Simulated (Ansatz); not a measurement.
# G0W0 on several functionals: SiO2 (Stishovite)

Aim: G0W0 for SiO2 (Stishovite) on several starting functionals, at one mesh, band count and screening cutoff.

Method: G0W0 on several functionals, plane waves, PAW, in Ansatz 0.2.0.

In doubt: masses and optical values from hybrid runs of this build are listed as unsure (steps 3, 4), which bears on the screening that GW takes from such a start.

## Step 1: Set-up

It takes space group P4_2/mnm (No. 136, tetragonal). The conventional cell has a = 4.177 Å, b = 4.177 Å, c = 2.665 Å, α = 90.00°, β = 90.00°, γ = 90.00°. Nearest to Si lie 6 O at 1.76 to 1.81 Å. O has 3 Si at 1.76 to 1.81 Å nearest. Farther neighbours and most contacts between anions are not listed.

The cell and positions come from the Crystallography Open Database and are kept as given unless a step says otherwise.

## Step 2: G0W0 on PBE

Now the one-shot GW correction: screening in the RPA, then the self-energy of the levels asked for. This step takes hard PAW files.

This step: G0W0 on PBE, plane waves, PAW.

The input, input.yaml:

```yaml
crystal:
  lattice:
    - [4.1773, 0.0, 0.0]
    - [0.0, 4.1773, 0.0]
    - [0.0, 0.0, 2.6652]
  atoms:
    - { symbol: Si, position: [0.0, 0.0, 0.0] }
    - { symbol: Si, position: [0.5, 0.5, 0.5] }
    - { symbol: O, position: [0.3059, 0.3059, 0.0] }
    - { symbol: O, position: [0.1941, 0.8059, 0.5] }
    - { symbol: O, position: [0.6941, 0.6941, 0.0] }
    - { symbol: O, position: [0.8059, 0.1941, 0.5] }
kpoints:
  mp_grid: { grid: [6, 6, 8] }
hamiltonian:
  xc: pbe
  pseudopotentials: { kind: paw, source: ansatz }
scf:
  occupations: { method: fixed }
gw:
  n_empty_bands: 276
  ecut_chi: 190.0
  qp_bands: [v2, c2]
  qp_kpoints: band_edges
  screening: { model: contour_deformation }
```

On the command line:

```sh
$ ansatz run input.yaml --threads 4 --pin off --max-ram 138240MiB --backend cuda --events-out ev --progress --plain --runs-dir out --devices 1 --max-vram 26GiB
```

Numbers of over 12 decimals in the logs are rounded to 6 here.

The log of the run:

```text
GPUs: using 1 of 1 available (devices: 1).
Engine: ansatz 0.2.0, x86_64-unknown-linux-gnu
Pseudopotentials: kind: paw
Pseudopotential: Si, paw, valence charge 4, recommended cutoff 460 eV (normal), Si.paw.azcp
Pseudopotential: O, paw, valence charge 6, recommended cutoff 930 eV (normal), O.paw.azcp
Functional definition: PBE
  parameter kappa = 0.804
  parameter beta = 0.066725
  exchange = pbe_x(kappa = kappa, mu = beta*pi^2/3)
  correlation = pbe_c(beta = beta)
device memory: the entry about to start is reckoned to put 2.2 GiB on a device that reports 70.5 GiB free (of which the cap on the GPU budget leaves the run 26.0 GiB)
GPU FFT provider: cuFFT
GPU libraries: cuBLAS 13.8.2, cuFFT 12.4.0, cuSOLVER 12.3.4
Crystal: 6 atoms, lattice volume = 46.507 Å³
Basis set: ecut = 930 eV, 3025 PW (Γ)
Bands: 22, of which v1, the nominal top of the filled ones, is band 16 counted from 1 (15 counted from 0)
Symmetry: 16 space group operations
Space group: P42/mnm (ITA 136), of the structure as read, at distance tolerance 3.6e-5 Å
k-points: 50 of 288
Non-local potential: Si, projectors of the file, l = 0: 2, l = 1: 3, l = 2: 1
Non-local potential: O, projectors of the file, l = 0: 2, l = 1: 2, l = 2: 1
PAW form: soft (Blöchl's): semilocal exchange-correlation on the pseudo side does not see the compensation charge
PAW one-centre angular grid: Si, 110 points (default); XC on 64 Gauss nodes
PAW one-centre angular grid: O, 110 points (default); XC on 64 Gauss nodes
Initial density: superposition of atomic densities (chi_scale 0.1, normalization cell, long waves kept (reshape's long-wave potential 0.00 eV rms))
Initial wavefunctions: pseudopotential atomic-orbital guess
GPU buffer pool allocated for 69120 grid points (all kernels)
GPU transforms: local potential and band sums: pruned to the plane-wave sphere, on 45×45×30
Functional: x = pbe(κ = 0.804, μ = 0.219515), c = pbe(β = 0.066725)
SCF iter   1: F=—  HF=-3549.177830 eV  |F-HF|=—  |Δ(HF+E_count)|=         —  Δρ=1.52e-1  dr2=8.46e0  ethr=3.10e-3  ⟨swp⟩=5.0  Hψ=5403  notcnv=0  defer=199
preconditioner: auto → none  [insulator: Δε(μ)=6.775 eV  Ē_g=19.713 eV  n_scr=10 (ndim 8)  ℏωp=30.8 eV  f_vac=0.000  ε∞_Penn≈3.4]
SCF iter   2: F=—  HF=-3546.925755 eV  |F-HF|=—  |Δ(HF+E_count)|=    2.25e0  Δρ=6.80e-2  dr2=7.75e-1  ethr=3.10e-3  ⟨swp⟩=3.9  Hψ=3047  notcnv=0  defer=196
SCF iter   3: F=—  HF=-3546.768655 eV  |F-HF|=—  |Δ(HF+E_count)|=   1.57e-1  Δρ=2.50e-2  dr2=9.32e-2  ethr=2.42e-3  ⟨swp⟩=2.8  Hψ=2181  notcnv=0  defer=200
SCF iter   4: F=—  HF=-3546.792182 eV  |F-HF|=—  |Δ(HF+E_count)|=   2.35e-2  Δρ=1.45e-3  dr2=5.93e-4  ethr=2.91e-4  ⟨swp⟩=2.0  Hψ=1112  notcnv=0  defer=200
SCF iter   5: F=—  HF=-3546.792303 eV  |F-HF|=—  |Δ(HF+E_count)|=   1.21e-4  Δρ=2.95e-4  dr2=1.16e-5  ethr=1.85e-6  ⟨swp⟩=2.0  Hψ=1783  notcnv=0  defer=200
SCF iter   6: F=—  HF=-3546.792310 eV  |F-HF|=—  |Δ(HF+E_count)|=   7.33e-6  Δρ=5.98e-5  dr2=8.11e-7  ethr=3.64e-8  ⟨swp⟩=2.0  Hψ=1897  notcnv=0  defer=177
SCF iter   7: F=-3546.792310 eV  HF=-3546.792310 eV  |F-HF|=8.63e-10  |Δ(HF+E_count)|=   3.41e-8  Δρ=7.07e-6  dr2=1.64e-8  ethr=3.13e-10  ⟨swp⟩=12.6  Hψ=5921  notcnv=0
SCF 1 converged in 7 iterations: F = -3546.792310 eV  dr2 = 1.64e-8
  greatest PAW one-centre occupation: 0.515 electrons in one spin orbital (limit 2), on the O atom at site 5 (counted from 0), in its partial waves of l = 0
device memory: the entry about to start is reckoned to put 2.2 GiB (of the 2.5 GiB reckoned in all, the device holds 0.3 GiB already) on a device that reports 69.6 GiB free (of which the cap on the GPU budget leaves the run 25.8 GiB)
NSCF: frozen V_eff on 50 k-points, pencils in batches of 32, up to order 88
the band table was solved once the SCF had ended and its energy, with any forces and stress, was formed, with the checks that follow a solve (6100 applications of the Hamiltonian). They found nothing against the state; the energy, forces and stress were not computed again (output.eigenvalues in the input reference)
device memory: the entry about to start is reckoned to put 6.2 GiB on a device that reports 68.4 GiB free (of which the cap on the GPU budget leaves the run 26.0 GiB)
NSCF: frozen V_eff on 50 k-points
G₀W₀ screening: q 1/50
[... further progress lines ...]
SCF converged after 7 iterations
Free energy (F): -3546.792310 eV
Harris-Foulkes:  -3546.792310 eV  (|F-HF|=8.63e-10)
Internal energy: -3546.792310 eV  (E = F + TS)
E sigma→0 (E₀):  -3546.792310 eV
Fermi energy:    10.596227 eV
--- Per-component energies (eV) ---
  E_band       = 66.529345
  E_kinetic    = 1084.626770
  E_local      = -1631.483285  (includes V_loc(G=0)·N_el)
  E_nonlocal   = 382.425422
  E_hartree    = 437.016279
  E_xc         = -483.355293
  E_vxc        = -560.858898  (∫ρ·V_xc dr)
  E_paw        = -1595.831651  (= ΣΔE_a)
  E_vpaw       = -82.213668  (= ΣTr[D̂ρ^β])
  E_aug_tail   = 0.000001  (compensation charges beyond the density's cutoff)
  E_ewald      = -1740.190554
  E_smearing   = -0.000000  (= −TS)
  E_closure    = -0.000000  (closes the sum)
  Σ components = -3546.792310   (vs F -3546.792310, Δ=0.00e0)
--- Band table (eV; the first three rows and the last of 50) ---
  k-point 0: bands = [... 12 lower, 8.0906, 9.7152, 9.7152, 10.5962, 16.2229, 17.3316, 19.1264, 19.1264, ... 2 higher]
  k-point 1: bands = [... 12 lower, 7.3707, 9.5628, 9.5628, 10.4067, 16.9481, 18.4257, 20.0177, 20.0177, ... 2 higher]
  k-point 2: bands = [... 12 lower, 6.1937, 9.0828, 9.0828, 9.8048, 18.0969, 20.4828, 20.8235, 21.8964, ... 2 higher]
  k-point 49: bands = [... 12 lower, 8.8355, 8.8355, 9.0380, 9.0380, 17.7896, 17.7896, 21.6438, 21.6438, ... 2 higher]
--- G₀W₀: contour deformation, 6 samples at zero and on the imaginary axis and 2 off it, 288 q-points, 276 empty bands' worth ---
  eigenvalues of the whole cell's RPA ε∞ on this k-mesh (on a slab, of 1 + 4πα/V) = 3.2182, 3.2182, 3.3769; static W/v taken at q = 0 is 0.304910
  gw.qp_kpoints: band_edges: 8 of 50 stored k-points solved, in 1 pass; an edge of the gap read off the rows below is read off those points alone
    valence top: of the k-points left out ik 10 came nearest to being solved in a further pass, in band 16 (counted from 1, as in the quasiparticle table): it holds the edge there only if its correction is more favourable than any solved in that band by at least 0.732 eV; those differ by 0.269 eV
    conduction bottom: of the k-points left out ik 25 came nearest to being solved in a further pass, in band 17 (counted from 1, as in the quasiparticle table): it holds the edge there only if its correction is more favourable than any solved in that band by at least 1.358 eV; those differ by 0.123 eV
    ik  band        ε_KS         Σx   Σc(E_QP)       V_xc       Z   E_QP_lin       E_QP  E_QP is
     0    15      9.7152   -27.7771     4.2299   -22.0641  0.8129     8.2194     8.2320  root
     0    16     10.5962   -28.2576     4.5063   -22.2700  0.8104     9.1021     9.1149  root
     0    17     16.2229   -13.8710    -4.4694   -19.8421  0.8450    17.7337    17.7246  root
     0    18     17.3316    -7.5970    -4.6581   -13.5266  0.8620    18.6098    18.6031  root
     1    15      9.5628   -27.6625     4.2630   -21.8966  0.8125     8.0466     8.0598  root
     1    16     10.4067   -28.0900     4.5327   -22.0441  0.8101     8.8798     8.8934  root
     1    17     16.9481   -14.1762    -4.5419   -20.3057  0.8411    18.5463    18.5357  root
     1    18     18.4257    -8.5423    -4.8024   -14.7596  0.8543    19.8497    19.8406  root
     5    15      9.6664   -27.7419     4.2560   -21.9932  0.8126     8.1608     8.1737  root
     5    16     10.3790   -28.0186     4.4922   -22.0229  0.8104     8.8620     8.8755  root
     5    17     16.6631   -13.9756    -4.4781   -19.9831  0.8430    18.2020    18.1924  root
     5    18     17.5755    -7.8162    -4.6922   -13.8099  0.8604    18.8841    18.8769  root
     6    15      9.5059   -27.6130     4.2897   -21.8085  0.8121     7.9776     7.9912  root
     6    16     10.2596   -27.9722     4.5215   -21.9265  0.8101     8.7215     8.7354  root
     6    17     17.2712   -14.0704    -4.5956   -20.2769  0.8402    18.8933    18.8821  root
     6    18     18.6334    -8.7586    -4.8458   -15.0514  0.8526    20.0901    20.0804  root
    20    15      9.4565   -27.5640     4.3258   -21.7037  0.8117     7.9080     7.9220  root
    20    16     10.1965   -27.8598     4.4793   -21.8600  0.8104     8.6621     8.6759  root
    20    17     16.9501   -13.4547    -4.5269   -19.5206  0.8436    18.4990    18.4890  root
    20    18     17.8240    -8.5352    -4.7215   -14.6081  0.8569    19.1833    19.1754  root
    21    15      9.3578   -27.5076     4.3488   -21.6129  0.8114     7.7975     7.8119  root
    21    16     10.1386   -27.8934     4.5031   -21.8613  0.8102     8.5955     8.6096  root
    21    17     17.5011   -13.7580    -4.6490   -20.0320  0.8403    19.1377    19.1261  root
    21    18     18.8323    -9.2838    -4.8881   -15.6623  0.8496    20.3333    20.3227  root
    45    15      8.3139   -26.6351     4.7878   -20.0973  0.8047     6.5419     6.5639  root
    45    16      8.3139   -26.6351     4.7878   -20.0973  0.8047     6.5419     6.5639  root
    45    17     18.0515   -10.9161    -4.8768   -17.3715  0.8470    19.6416    19.6300  root
    45    18     18.0515   -10.9161    -4.8768   -17.3715  0.8470    19.6416    19.6300  root
    49    15      9.0380   -27.4277     4.7374   -21.0231  0.8063     7.3523     7.3708  root
    49    16      9.0380   -27.4277     4.7374   -21.0231  0.8063     7.3523     7.3708  root
    49    17     17.7896   -11.7996    -4.7141   -18.0814  0.8478    19.3681    19.3574  root
    49    18     17.7896   -11.7996    -4.7141   -18.0814  0.8478    19.3681    19.3574  root
```

Run time: 74 s. Hardware: 1 × NVIDIA H100 80GB HBM3 (shared by 3 runs) with 4 threads of AMD EPYC 7R13 (Zen 3), shared host; peak memory 2.5 GiB.

Numbers from this step:

```yaml
bands_summed: 292
rpa_eps_infinity_on_this_mesh_eigenvalues: 3.218, 3.218, 3.377
plane_waves_in_the_screening_matrix: 265
q_points_in_the_mesh: 288
g0w0_gap_on_the_mesh: 8.610 eV
k_of_the_valence_top: 0, 0, 0
k_of_the_conduction_bottom: 0, 0, 0
starting_gap_on_the_mesh: 5.627 eV
z_at_the_valence_top: 0.8104
z_at_the_conduction_bottom: 0.8450
least_direct_g0w0_gap_on_the_computed_points: 8.610 eV
```

The gap on the mesh goes from 5.63 eV to 8.61 eV, a correction of +2.98 eV. Between the two edge states, bare exchange in place of the xc potential would open the gap by 11.96 eV, and correlation takes back 8.98 eV.

## Step 3: G0W0 on HSE06

The same correction from a different start measures what one shot leaves open.

This step: G0W0 on HSE06, plane waves, PAW.

Changes to input.yaml since step 2:

```diff
@@ -15,3 +15,3 @@
 hamiltonian:
-  xc: pbe
+  xc: hse06
   pseudopotentials: { kind: paw, source: ansatz }
```

The log of the run:

```text
GPUs: using 1 of 1 available (devices: 1).
[...]
davidson cushion auto → on  (no smearing: the cushion is to keep the highest requested band from converging to the state above it; pin scf.eigensolver.cushion to override)
[...]
GPU FFT provider: cuFFT
GPU libraries: cuBLAS 13.8.2, cuFFT 12.4.0, cuSOLVER 12.3.4
Crystal: 6 atoms, lattice volume = 46.507 Å³
Basis set: ecut = 930 eV, 3025 PW (Γ)
Bands: 22, of which v1, the nominal top of the filled ones, is band 16 counted from 1 (15 counted from 0)
[... 1 set-up line as in the run before ...]
[...]
k-points: 50 of 288
[...]
GPU buffer pool allocated for 69120 grid points (all kernels)
[...]
SCF iter   1: F=—  HF=-3549.173668 eV  |F-HF|=—  |Δ(HF+E_count)|=         —  Δρ=1.52e-1  dr2=8.46e0  ethr=1.00e-1  ⟨swp⟩=5.4  Hψ=4015  notcnv=0
[...]
SCF iter   4: F=-3546.825503 eV  HF=-3546.826051 eV  |F-HF|=5.48e-4  |Δ(HF+E_count)|=   2.50e-2  Δρ=1.73e-3  dr2=9.91e-4  ethr=2.93e-4  ⟨swp⟩=3.0  Hψ=2577  notcnv=0  defer=1
SCF 1 stopped early in 4 iterations: F = -3546.825503 eV  dr2 = 9.91e-4
[...]
GPU FFT provider: cuFFT
GPU libraries: cuBLAS 13.8.2, cuFFT 12.4.0, cuSOLVER 12.3.4
[...]
GPU buffer pool allocated for 69120 grid points (all kernels)
[...]
--- Band table (eV; the first three rows and the last of 50) ---
  k-point 0: bands = [... 12 lower, 6.7982, 8.3833, 8.3833, 9.2130, 16.9445, 17.9700, 19.8374, 19.8374]
  k-point 1: bands = [... 12 lower, 6.0518, 8.2180, 8.2180, 9.0094, 17.7085, 19.1429, 20.7927, 20.7927]
  k-point 2: bands = [... 12 lower, 4.7921, 7.6936, 7.6936, 8.3687, 18.9334, 21.4440, 21.5251, 22.8239]
  k-point 49: bands = [... 12 lower, 7.4063, 7.4063, 7.5422, 7.5422, 18.5453, 18.5453, 22.4214, 22.4214]
  guard bands above this table: 2 of the run's 22 bands. The solve was not asked for them (output.publish_guard_bands: true or output.eigenvalues: true publishes all)
[...]
bands read: the sum over 292 bands ends inside a degenerate multiplet in 1 slot, whose members it reads at an even weight; the widest, k=0: bands 292 to 293 (counted from 1) at 1/2 each
[...]
0    15      8.3833   -27.8008     3.7956   -23.3768  0.8365     7.7532     7.7549  root
     0    16      9.2130   -28.2634     4.0620   -23.6134  0.8338     8.6235     8.6250  root
     0    17     16.9445   -13.4964    -4.2581   -18.8598  0.8649    18.0535    18.0497  root
     0    18     17.9700    -7.3031    -4.3765   -12.5871  0.8802    18.8801    18.8775  root
     1    15      8.2180   -27.6889     3.8197   -23.2298  0.8361     7.5769     7.5786  root
     1    16      9.0094   -28.0987     4.0807   -23.4080  0.8336     8.3978     8.3994  root
     1    17     17.7085   -13.7795    -4.3223   -19.2633  0.8616    18.8743    18.8699  root
     1    18     19.1429    -8.1386    -4.4933   -13.6193  0.8739    20.1335    20.1303  root
[...]
49    15      7.5422   -27.4423     4.2366   -22.4972  0.8305     6.8313     6.8337  root
    49    16      7.5422   -27.4423     4.2366   -22.4972  0.8305     6.8313     6.8337  root
    49    17     18.5453   -11.4368    -4.4367   -16.9986  0.8679    19.6745    19.6703  root
    49    18     18.5453   -11.4368    -4.4367   -16.9986  0.8679    19.6745    19.6703  root
[key lines of the parts left out:]
Free energy (F): -3547.631540 eV
Fermi energy:    9.212959 eV
```

Wall time 2.7 min (1 × NVIDIA H100 80GB HBM3 (shared by 3 runs) with 4 threads); peak memory 3.7 GiB.

This step gave:

```yaml
bands_summed: 292
rpa_eps_infinity_on_this_mesh_eigenvalues: 2.834, 2.834, 2.969
plane_waves_in_the_screening_matrix: 265
q_points_in_the_mesh: 288
g0w0_gap_on_the_mesh: 9.425 eV
k_of_the_valence_top: 0, 0, 0
k_of_the_conduction_bottom: 0, 0, 0
starting_gap_on_the_mesh: 7.731 eV
z_at_the_valence_top: 0.8338
z_at_the_conduction_bottom: 0.8649
least_direct_g0w0_gap_on_the_computed_points: 9.425 eV
```

Against the run with 6×6×8 mesh, 276 empty bands, screening to 190 eV, hard PAW files on PBE, the gap moves by +0.81 eV, while the start moved by +2.10 eV.

## Step 4: G0W0 on PBE0

This step: G0W0 on PBE0, plane waves, PAW.

Changes to input.yaml since step 3:

```diff
@@ -15,3 +15,3 @@
 hamiltonian:
-  xc: hse06
+  xc: pbe0
   pseudopotentials: { kind: paw, source: ansatz }
```

The log of the run:

```text
GPUs: using 1 of 1 available (devices: 1).
[...]
GPU FFT provider: cuFFT
GPU libraries: cuBLAS 13.8.2, cuFFT 12.4.0, cuSOLVER 12.3.4
Crystal: 6 atoms, lattice volume = 46.507 Å³
Basis set: ecut = 930 eV, 3025 PW (Γ)
Bands: 22, of which v1, the nominal top of the filled ones, is band 16 counted from 1 (15 counted from 0)
[... 1 set-up line as in the run before ...]
[...]
k-points: 50 of 288
[...]
1    17     18.0891   -13.7742    -4.2338   -18.8827  0.8667    18.9661    18.9638  root
     1    18     19.5302    -8.1290    -4.4000   -13.2214  0.8787    20.2242    20.2227  root
[...]
49    15      7.1393   -27.4435     4.1140   -22.9082  0.8368     6.7173     6.7181  root
    49    16      7.1393   -27.4435     4.1140   -22.9082  0.8368     6.7173     6.7181  root
    49    17     18.9317   -11.4300    -4.3454   -16.6066  0.8728    19.7650    19.7629  root
    49    18     18.9317   -11.4300    -4.3454   -16.6066  0.8728    19.7650    19.7629  root
[key lines of the parts left out:]
Free energy (F): -3548.333056 eV
Fermi energy:    8.811523 eV
```

Run time: 2.8 min. Hardware: 1 × NVIDIA H100 80GB HBM3 (shared by 3 runs) with 4 threads; peak memory 3.6 GiB; 4 min of CPU time.

Numbers from this step:

```yaml
bands_summed: 292
rpa_eps_infinity_on_this_mesh_eigenvalues: 2.754, 2.754, 2.883
plane_waves_in_the_screening_matrix: 265
g0w0_gap_on_the_mesh: 9.621 eV
k_of_the_valence_top: 0, 0, 0
k_of_the_conduction_bottom: 0, 0, 0
starting_gap_on_the_mesh: 8.505 eV
least_direct_g0w0_gap_on_the_computed_points: 9.621 eV
```

Against the run with 6×6×8 mesh, 276 empty bands, screening to 190 eV, hard PAW files on HSE06, the gap moves by +0.20 eV, while the start moved by +0.77 eV.

## Step 5: The starts together

All on the 6×6×8 mesh with 276 empty bands and screening to 190 eV. Times are wall times on 1 × NVIDIA H100 80GB HBM3 (shared by 3 runs) with 4 threads of AMD EPYC 7R13 (Zen 3), shared host, good to a factor of about two.

```
start  starting gap (eV)  shift (eV)  G0W0 gap (eV)  RPA ε∞ (harmonic mean)  Z (valence, conduction)     time
  PBE               5.63       +2.98           8.61                    3.27               0.81, 0.85     74 s
HSE06               7.73       +1.69           9.42                    2.88               0.83, 0.86  2.7 min
 PBE0               8.51       +1.12           9.62                    2.80               0.84, 0.87  2.8 min
```

The parts of the quasiparticle energy at the two band edges (eV; QP = start + Σx + Σc − Vxc):

```
  run               edge  start      Σx     Σc     Vxc     Z     QP
  PBE        valence top  10.60  -28.26   4.51  -22.27  0.81   9.11
  PBE  conduction bottom  16.22  -13.87  -4.47  -19.84  0.84  17.72
HSE06        valence top   9.21  -28.26   4.06  -23.61  0.83   8.62
HSE06  conduction bottom  16.94  -13.50  -4.26  -18.86  0.86  18.05
 PBE0        valence top   8.81  -28.27   3.95  -24.02  0.84   8.52
 PBE0  conduction bottom  17.32  -13.49  -4.17  -18.49  0.87  18.14
```

For a hybrid start, Vxc holds its share of exact exchange.

## Step 6: What came out

```
G0W0@PBE     : 8.61 eV (start 5.63 eV)
G0W0@HSE06   : 9.42 eV (start 7.73 eV)
G0W0@PBE0    : 9.62 eV (start 8.51 eV)
known limits : not at the basis limit
```

The starting gaps span 2.88 eV and the G0W0 gaps 1.01 eV. Between PBE and PBE0, 1.01 eV of the 2.88 eV survives, 35 %. PBE0 screens less than PBE (ε∞ 2.80 against 3.27). Of the 1.01 eV by which its G0W0 gap is higher, the correlation part gives +0.86 eV, and exchange with the one-particle terms, which follow the orbitals, +0.16 eV. The smallest correction, +1.12 eV, is on PBE0, the start nearest to reproducing itself. Bands and cutoff are finite, so the gap is not at the basis limit. The miss can reach some tenths of an eV and take either sign; the mesh is an error of its own.

[Paths, hosts, dates, memory and timing lines, banners, echoed tables and standing remarks are left out of the program output.]

[Logs are printed without paths, hosts, clocks, repeated set-up lines and the standing remarks that a program may print on its own settings, such as how far it seeks lower states.]

[Runs of the session that timed out or met a known fault of the program may be left out.]

[Cells called generated may have been cut or substituted from an entry of the Crystallography Open Database or the Materials Project.]

[Hosts, paths, dates, database ids (printed as entryN), source tags and the programs' standing remarks are cut or masked in the printed files.]
